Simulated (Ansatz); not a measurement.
# NiI2 (R-3m): how robust is the cRPA U?

What does U in NiI2 (R-3m) depend on besides the window?

Method: constrained RPA on LDA, plane waves, PAW, in Ansatz 0.2.0.

This is a report of a sequence of runs, with most program output left out.

The database entry behind the starting cell differs from later determinations by our own check (an axis about 0.9 % short against later determinations), so it need not match the best structure at ambient conditions.

### Step 1. The structure

It takes space group R-3m (No. 166, trigonal). Conventional cell: a = 3.892 Å, b = 3.892 Å, c = 19.634 Å, α = 90.00°, β = 90.00°, γ = 120.00°. Nearest to Ni lie 6 I at 2.78 Å. Nearest to I lie 3 Ni at 2.78 Å. Farther neighbours and most contacts between anions are not listed.

The cell and positions come from the Crystallography Open Database and are kept as given unless a step says otherwise. The program's search for lower electronic states was switched off, so nothing shows that the state found is the lowest. Spin-orbit coupling is left out unless a step names it. The default PAW set here is soft_2. Its files were made with PBE.

### Step 2. Base: Ni eg, bands v1 to c1, 6×6×6 mesh, medium accuracy

Constrained RPA screens the interaction with every transition except those inside the target bands, which a later many-body model would treat itself.

The input, input.yaml:

```yaml
crystal:
  lattice:
    - [-2.86121186, -2.86121186, -5.61327146]
    - [-2.86121186, -5.61327146, -2.86121186]
    - [-5.61327146, -2.86121186, -2.86121186]
  atoms:
    - { symbol: Ni, position: [0.0, 0.0, 0.0] }
    - { symbol: I, position: [0.25, 0.25, 0.25] }
    - { symbol: I, position: [0.75, 0.75, 0.75] }
kpoints:
  mp_grid: { grid: [12, 12, 12] }
hamiltonian:
  xc: lda
scf:
  occupations: { method: gaussian, width: 0.08 }
  n_extra_bands: 19
  max_iter: 150
  lower_state_search: "off"
output:
  crpa:
    kmesh: [6, 6, 6]
    target_bands: [v1, c1]
    projections: [{ species: Ni, l: d, shell: 3, orbitals: [dz2, dx2-y2] }]
  local_orbitals:
    kmesh: [6, 6, 6]
    orbitals: [{ species: Ni, l: d, shell: 3, orbitals: [dz2, dx2-y2] }]
    window: { bands: [v1, c1] }
    seedname: lo
```

Run with:

```console
$ ansatz run input.yaml --threads 8 --pin off --max-ram 14745MiB --backend cpu --events-out ev --progress --plain --runs-dir out
```

Wall time 10 min (8 threads of Arm Neoverse V1, shared host); peak memory 1.2 GiB.

Numbers from this step:

```yaml
u: 1.312 eV
u_prime_inter_orbital: 0.7756 eV
j: 0.2681 eV
bare_v: 11.53 eV
bare_j: 0.4642 eV
stated_bound_on_u: 0.002918 eV
u_over_bare_v: 0.1137
electrons_in_the_window: 2.000
head_of_the_constrained_inverse_dielectric_matrix: 0.1037
least_eigenvalue_of_the_projection_s_overlap: 0.3528
target_functions: 2
bands_in_the_sums: 54
r_m_s_miss_of_the_model_bands: 0.01414 eV
width_of_the_target_bands: 1.100 eV
weight_of_the_projected_orbitals_in_the_window: 0.5313
```

On the Ni eg shell, screening brings the on-site interaction from 11.5 eV down to U = 1.31 eV.

### Step 3. Changed: 4×4×4 mesh

input.yaml, the sections that differ from step 2:

```yaml
output:
  crpa:
    kmesh: [4, 4, 4]
    target_bands: [v1, c1]
    projections: [{ species: Ni, l: d, shell: 3, orbitals: [dz2, dx2-y2] }]
# crystal, kpoints, hamiltonian, scf: as in step 2
```

Run time: 76 s. Hardware: 8 threads; peak memory 0.91 GiB; 9 min of CPU time.

Numbers from this step:

- U: 1.344 eV
- U prime (inter-orbital): 0.8154 eV
- J: 0.2644 eV
- bare V: 11.49 eV
- bare J: 0.4585 eV
- stated bound on U: 0.003014 eV
- U over bare V: 0.1170
- electrons in the window: 2.000
- head of the constrained inverse dielectric matrix: 0.1073
- least eigenvalue of the projection's overlap: 0.3528
- target functions: 2
- bands in the sums: 54
- width of the target bands: 1.100 eV
- weight of the projected orbitals in the window: 0.5313

On the Ni eg shell, screening brings the on-site interaction from 11.5 eV down to U = 1.34 eV.

### Step 4. Changed: smooth pair densities

Changes to input.yaml since step 3:

```diff
@@ -20,4 +20,5 @@
   crpa:
-    kmesh: [4, 4, 4]
+    kmesh: [6, 6, 6]
     target_bands: [v1, c1]
     projections: [{ species: Ni, l: d, shell: 3, orbitals: [dz2, dx2-y2] }]
+    pair_densities: pseudo
```

The job ended after 12 min (8 threads; peak memory 1 GiB).

Numbers from this step:

```
U                                                 : 1.333 eV
U prime (inter-orbital)                           : 0.7629 eV
J                                                 : 0.2851 eV
bare V                                            : 11.53 eV
bare J                                            : 0.4642 eV
stated bound on U                                 : 0.002793 eV
U over bare V                                     : 0.1156
electrons in the window                           : 2.000
head of the constrained inverse dielectric matrix : 0.1038
least eigenvalue of the projection's overlap      : 0.3528
target functions                                  : 2
bands in the sums                                 : 54
width of the target bands                         : 1.100 eV
weight of the projected orbitals in the window    : 0.5313
```

On the Ni eg shell, screening brings the on-site interaction from 11.5 eV down to U = 1.33 eV.

### Step 5. Changed: accuracy low

Changes to input.yaml since step 4:

```diff
@@ -23,2 +23,2 @@
     projections: [{ species: Ni, l: d, shell: 3, orbitals: [dz2, dx2-y2] }]
-    pair_densities: pseudo
+    accuracy: low
```

It took 7.2 min on 8 threads; peak memory 1.1 GiB; 50 min of CPU time.

This step gave:

* U: 1.319 eV
* U prime (inter-orbital): 0.7836 eV
* J: 0.2677 eV
* bare V: 11.53 eV
* bare J: 0.4642 eV
* stated bound on U: 0.03760 eV
* U over bare V: 0.1144
* electrons in the window: 2.000
* head of the constrained inverse dielectric matrix: 0.1037
* least eigenvalue of the projection's overlap: 0.3528
* target functions: 2
* bands in the sums: 54
* width of the target bands: 1.100 eV
* weight of the projected orbitals in the window: 0.5313

On the Ni eg shell, screening brings the on-site interaction from 11.5 eV down to U = 1.32 eV.

### Step 6. Changed: a keyword of another program

Changes to input.yaml since step 5:

```diff
@@ -23,2 +23,2 @@
     projections: [{ species: Ni, l: d, shell: 3, orbitals: [dz2, dx2-y2] }]
-    accuracy: low
+    LDISENTANGLED: 1
```

Wall time 0.01 s (8 threads); peak memory 0.02 GiB.

The program refused the input before any cycle.

The program's message: “Error: YAML parse error: error: line 24 column 5: unknown field `LDISENTANGLED`, expected one of accuracy, bounded_pairs, pair_densities, n_empty_bands, n_guard_bands, ecut_chi, kmesh, target_bands, p …”

The fault put into this input: a keyword of another program.

### Step 7. Changed: volume +6 %

The cell differs from the one that the last finished run ended in (a 6.920 → 7.055 Å, b 6.920 → 7.055 Å, c 6.920 → 7.055 Å).

input.yaml, the sections that differ from step 6:

```yaml
crystal:
  lattice:
    - [-2.9173283001, -2.9173283001, -5.7233635564]
    - [-2.9173283001, -5.7233635564, -2.9173283001]
    - [-5.7233635564, -2.9173283001, -2.9173283001]
  atoms:
    - { symbol: Ni, position: [0.0, 0.0, 0.0] }
    - { symbol: I, position: [0.25, 0.25, 0.25] }
    - { symbol: I, position: [0.75, 0.75, 0.75] }
output:
  crpa:
    kmesh: [6, 6, 6]
    target_bands: [v1, c1]
    projections: [{ species: Ni, l: d, shell: 3, orbitals: [dz2, dx2-y2] }]
  local_orbitals:
    kmesh: [6, 6, 6]
    orbitals: [{ species: Ni, l: d, shell: 3, orbitals: [dz2, dx2-y2] }]
    window: { bands: [v1, c1] }
    seedname: lo
# kpoints, hamiltonian, scf: as in step 6
```

Wall time 11 min (8 threads); peak memory 1.3 GiB.

This step gave:

```yaml
u: 1.285 eV
u_prime_inter_orbital: 0.7471 eV
j: 0.2690 eV
bare_v: 11.70 eV
bare_j: 0.4728 eV
stated_bound_on_u: 0.003291 eV
u_over_bare_v: 0.1098
electrons_in_the_window: 2.000
head_of_the_constrained_inverse_dielectric_matrix: 0.1036
least_eigenvalue_of_the_projection_s_overlap: 0.3668
target_functions: 2
bands_in_the_sums: 54
r_m_s_miss_of_the_model_bands: 0.01163 eV
width_of_the_target_bands: 0.9558 eV
weight_of_the_projected_orbitals_in_the_window: 0.5437
```

On the Ni eg shell, screening brings the on-site interaction from 11.7 eV down to U = 1.29 eV.

### Step 8. Changed: volume -6 %

The cell differs from the one that the last finished run ended in (a 7.055 → 6.778 Å, b 7.055 → 6.778 Å, c 7.055 → 6.778 Å).

Changes to input.yaml since step 7:

```diff
@@ -2,5 +2,5 @@
   lattice:
-    - [-2.9173283001, -2.9173283001, -5.7233635564]
-    - [-2.9173283001, -5.7233635564, -2.9173283001]
-    - [-5.7233635564, -2.9173283001, -2.9173283001]
+    - [-2.8028033921, -2.8028033921, -5.4986827467]
+    - [-2.8028033921, -5.4986827467, -2.8028033921]
+    - [-5.4986827467, -2.8028033921, -2.8028033921]
   atoms:
```

Wall time 8.1 min (8 threads); peak memory 1.2 GiB; 60 min of CPU time.

Numbers from this step:

- U: 1.329 eV
- U prime (inter-orbital): 0.7987 eV
- J: 0.2651 eV
- bare V: 11.31 eV
- bare J: 0.4534 eV
- stated bound on U: 0.002625 eV
- U over bare V: 0.1175
- electrons in the window: 2.000
- head of the constrained inverse dielectric matrix: 0.1031
- least eigenvalue of the projection's overlap: 0.3368
- target functions: 2
- bands in the sums: 54
- r.m.s. miss of the model bands: 0.01742 eV
- width of the target bands: 1.276 eV
- weight of the projected orbitals in the window: 0.5165

On the Ni eg shell, screening brings the on-site interaction from 11.3 eV down to U = 1.33 eV.

### Step 9. Side by side

Times are wall times on 8 threads of Arm Neoverse V1, shared host, good to a factor of about two.

```
                  run  bare V (eV)  U (eV)  J (eV)  bound on U (eV)  width (eV)     time
        target window        11.53   1.312   0.268           0.0029        1.10   10 min
           4×4×4 mesh        11.49   1.344   0.264           0.0030        1.10     76 s
smooth pair densities        11.53   1.333   0.285           0.0028        1.10   12 min
         accuracy low        11.53   1.319   0.268           0.0376        1.10  7.2 min
          volume +6 %        11.70   1.285   0.269           0.0033        0.96   11 min
          volume -6 %        11.31   1.329   0.265           0.0026        1.28  8.1 min
```

### Step 10. What came out

- target window: U 1.31 eV, J 0.27 eV
- 4×4×4 mesh: U 1.34 eV, J 0.26 eV
- smooth pair densities: U 1.33 eV, J 0.29 eV
- accuracy low: U 1.32 eV, J 0.27 eV
- volume +6 %: U 1.29 eV, J 0.27 eV
- volume -6 %: U 1.33 eV, J 0.27 eV

In words: 4×4×4 mesh moves U by +0.03 eV at 0.13 times the time. Smooth pair densities moves U by +0.02 eV. Accuracy low moves U by +0.01 eV (within the solver's bounds, for the mean over orbitals). Volume +6 % moves U by −0.03 eV. Volume -6 % moves U by +0.02 eV. The printed bound covers the solver alone, not the mesh, and no denser mesh than the base was run. The parent state is non-magnetic and the interaction static (zero frequency); U depends on the window and the orbitals, so it belongs to this model alone.

[Paths, hosts, dates, memory and timing lines, banners, echoed tables and standing remarks are left out of the program output.]

[Logs are printed without paths, hosts, clocks, repeated set-up lines and the standing remarks that a program may print on its own settings, such as how far it seeks lower states.]

[Runs of the session that timed out or met a known fault of the program may be left out.]

[Hosts, paths, dates, database ids (printed as entryN), source tags and the programs' standing remarks are cut or masked in the printed files.]
